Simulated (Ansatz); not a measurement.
# Ga2O3 (C2/m): the dielectric response by several routes, part 2 of 2

Aim: the electronic dielectric constant of Ga2O3 (C2/m) by perturbation theory, a sum over states and the RPA step of G0W0.

Ansatz 0.2.0; linear response on r2SCAN, plane waves, PAW. Known limits of the many-body steps: not at the basis limit; no spin-orbit coupling.

So far. Step 2 (Response to a homogeneous field): One over ε∞ averages 0.27, near the quarter of exact exchange in PBE0. Step 3 (Independent-particle spectrum): The sum gives ε∞ = 3.68, 3.77 and 3.74 without local fields.

## (3) Independent-particle spectrum (continued)

Level of this step: independent-particle optics on r2SCAN, plane waves, PAW (Ansatz).

Independent particles, no local fields, Gaussian width 0.2 eV. Loss function against photon energy; read off at these points:

```csv
photon energy (eV),xx,yy,zz
2.0,0,0,0
3.0,4.7e-4,4.5e-6,0.00268
4.0,0.0398,0.0135,0.0378
5.0,0.0559,0.0479,0.0482
6.0,0.0671,0.0633,0.0624
7.0,0.0812,0.0833,0.0714
8.0,0.115,0.0816,0.106
9.0,0.126,0.0922,0.174
10.0,0.172,0.122,0.154
11.0,0.208,0.160,0.245
12.0,0.270,0.304,0.267
13.0,0.259,0.229,0.260
14.0,0.256,0.359,0.278
15.0,0.284,0.340,0.297
16.0,0.388,0.436,0.317
17.0,0.387,0.488,0.386
18.0,0.421,0.451,0.483
19.0,0.646,0.672,0.613
20.0,0.646,0.622,0.682
21.0,0.780,0.890,0.800
22.0,1.22,1.35,1.26
23.0,1.35,1.88,1.31
24.0,1.49,1.74,1.51
24.2,1.55,1.75,1.53
24.3,1.56,1.70,1.52
25.0,1.36,1.31,1.33
```

## (4) RPA screening from the G0W0 run

G0W0 replaces the xc potential by the self-energy, built once from these orbitals. Only a window of levels is corrected, while the sums run over the empty bands that the input names.

This step: G0W0 on r2SCAN, plane waves, PAW.

File input.yaml:

```yaml
crystal:
  lattice:
    - [6.107, -1.51855, 0.0]
    - [6.107, 1.51855, 0.0]
    - [-1.3859888959, 0.0, 5.630008738]
  atoms:
    - { symbol: Ga, position: [0.0905, 0.0905, 0.7946] }
    - { symbol: Ga, position: [0.9095, 0.9095, 0.2054] }
    - { symbol: Ga, position: [0.65866, 0.65866, 0.31402] }
    - { symbol: Ga, position: [0.34134, 0.34134, 0.68598] }
    - { symbol: O, position: [0.1645, 0.1645, 0.1098] }
    - { symbol: O, position: [0.8355, 0.8355, 0.8902] }
    - { symbol: O, position: [0.1733, 0.1733, 0.5632] }
    - { symbol: O, position: [0.8267, 0.8267, 0.4368] }
    - { symbol: O, position: [0.4959, 0.4959, 0.2566] }
    - { symbol: O, position: [0.5041, 0.5041, 0.7434] }
kpoints:
  mp_grid: { grid: [6, 6, 4] }
hamiltonian:
  xc: r2scan
scf:
  occupations: { method: fixed }
gw:
  n_empty_bands: 572
  ecut_chi: 180.0
  qp_bands: [v3, c3]
  qp_kpoints: band_edges
  screening: { model: contour_deformation }
```

Command:

```bash
ansatz run input.yaml --threads 3 --pin off --max-ram 92160MiB --backend cuda --events-out ev --progress --plain --runs-dir out --devices 1 --max-vram 13GiB  # rebuilt from the run's record
```

Numbers of over 12 decimals in the logs are rounded to 6 here.

The log of the run:

```text
GPUs: using 1 of 1 available (devices: 1).
[...]
GPU FFT provider: cuFFT
GPU libraries: cuBLAS 13.8.2, cuFFT 12.4.0, cuSOLVER 12.3.4
Crystal: 10 atoms, lattice volume = 104.423 Å³
Basis set: ecut = 500 eV, 2661 PW (Γ), exchange–correlation on 192×192×180 points (64 copies of the dense FFT grid, shifted against one another)
Bands: 54, of which v1, the nominal top of the filled ones, is band 44 counted from 1 (43 counted from 0)
[...]
1    43      7.2955   -26.8200     4.5523   -21.3771  0.7793     6.3956     6.4049  root
[...]
46    44      7.7605   -27.2202     4.5555   -21.8467  0.7784     6.9350     6.9425  root
    46    45     13.6932   -12.7411    -4.0303   -17.7845  0.8277    14.7141    14.7063  root
    46    46     13.8060   -11.9909    -4.0570   -17.0455  0.8255    14.8117    14.8036  root
    46    47     14.8150   -12.1727    -4.3583   -17.5364  0.8218    15.8292    15.8203  root
[key lines of the parts left out:]
SCF converged after 8 iterations
Free energy (F): -18577.838113 eV
Fermi energy:    7.760477 eV
```

Wall time 8.7 min (1 × NVIDIA H100 80GB HBM3 (shared by 6 runs) with 3 threads of AMD EPYC 7R13 (Zen 3), shared host); peak memory 5.3 GiB; 16 min of CPU time.

This step gave:

```yaml
bands_summed: 616
rpa_eps_infinity_on_this_mesh_eigenvalues: 3.451, 3.554, 3.584
plane_waves_in_the_screening_matrix: 577
g0w0_gap_on_the_mesh: 4.667 eV
k_of_the_valence_top: -0.5, -0.5, -0.5
k_of_the_conduction_bottom: 0, 0, 0
starting_gap_on_the_mesh: 3.100 eV
least_direct_g0w0_gap_on_the_computed_points: 4.675 eV
```

The gap on the mesh goes from 3.10 eV to 4.67 eV, a correction of +1.57 eV. Between the two edge states, bare exchange in place of the xc potential would open the gap by 9.77 eV, and correlation takes back 8.20 eV.

Mean over the mesh in bins of 0.25 1/Å. The static inverse dielectric function, diagonal by length of q+G:

length of q+G (Å⁻¹), static inverse dielectric function, diagonal and a bar from the least value:
```
     0.31      0.303 
     0.51      0.330 #
     0.77      0.374 ###
     1.01      0.424 #####
     1.26      0.476 ########
     1.51      0.528 ##########
     1.76      0.579 ############
     2.00      0.627 ##############
     2.25      0.672 ################
     2.50      0.714 ##################
     2.76      0.753 ####################
     3.01      0.785 #####################
     3.26      0.813 #######################
     3.50      0.837 ########################
     3.75      0.857 #########################
     4.00      0.875 #########################
     4.25      0.891 ##########################
     4.50      0.904 ###########################
     4.75      0.917 ###########################
     5.00      0.928 ############################
     5.25      0.938 ############################
     5.50      0.947 #############################
     5.75      0.955 #############################
     6.00      0.962 #############################
     6.25      0.968 ##############################
     6.50      0.973 ##############################
     6.75      0.977 ##############################
```

## (5) The values together

Times are wall times on 1 × NVIDIA H100 80GB HBM3 (shared by 6 runs) with 3 threads of AMD EPYC 7R13 (Zen 3), shared host, good to a factor of about two.

| method | mesh | ε∞, low | middle | high | mean | time |
| --- | --- | --- | --- | --- | --- | --- |
| perturbation theory (local fields and xc kernel) | 8×8×4 (response on 256 points) | 3.68 | 3.79 | 3.81 | 3.76 | 3 min |
| sum over states (no local fields) | 8×8×4 | 3.68 | 3.74 | 3.77 | 3.73 | 2.1 min |
| RPA with local fields, on the GW mesh | 6×6×4 | 3.45 | 3.55 | 3.58 | 3.53 | 8.7 min |

## (6) Outcome

| Item | Value |
| --- | --- |
| perturbation theory (local fields and xc kernel) | 3.68, 3.79, 3.81 |
| sum over states (no local fields) | 3.68, 3.74, 3.77 |
| RPA with local fields, on the GW mesh | 3.45, 3.55, 3.58 |

In words: Mean Born effective charge: Ga1 2.90, Ga3 3.27, O5 -2.02, O7 -2.17, O9 -1.98 e. The most distinct maxima of the ε₂ (xx) lie at 10.0 and 15.3 eV, the highest at 10 eV. The loss function (xx) has its highest peak at 24.3 eV. The sum without local fields gives 3.73 in the mean against 3.76 by perturbation theory. The RPA values on the 6×6×4 mesh average 0.94 times those of perturbation theory (means 3.53 and 3.76). Without the xc kernel RPA should lie a little lower, as the mean does. r2SCAN usually puts the gap too low, which tends to raise ε∞. Ions are clamped, so the lattice part of the static constant is not in these numbers.

[Paths, hosts, dates, memory and timing lines, banners, echoed tables and standing remarks are left out of the program output.]

[Logs are printed without paths, hosts, clocks, repeated set-up lines and the standing remarks that a program may print on its own settings, such as how far it seeks lower states.]

[Runs of the session that timed out or met a known fault of the program may be left out.]

[Cells called generated may have been cut or substituted from an entry of the Crystallography Open Database or the Materials Project.]

[Hosts, paths, dates, database ids (printed as entryN), source tags and the programs' standing remarks are cut or masked in the printed files.]
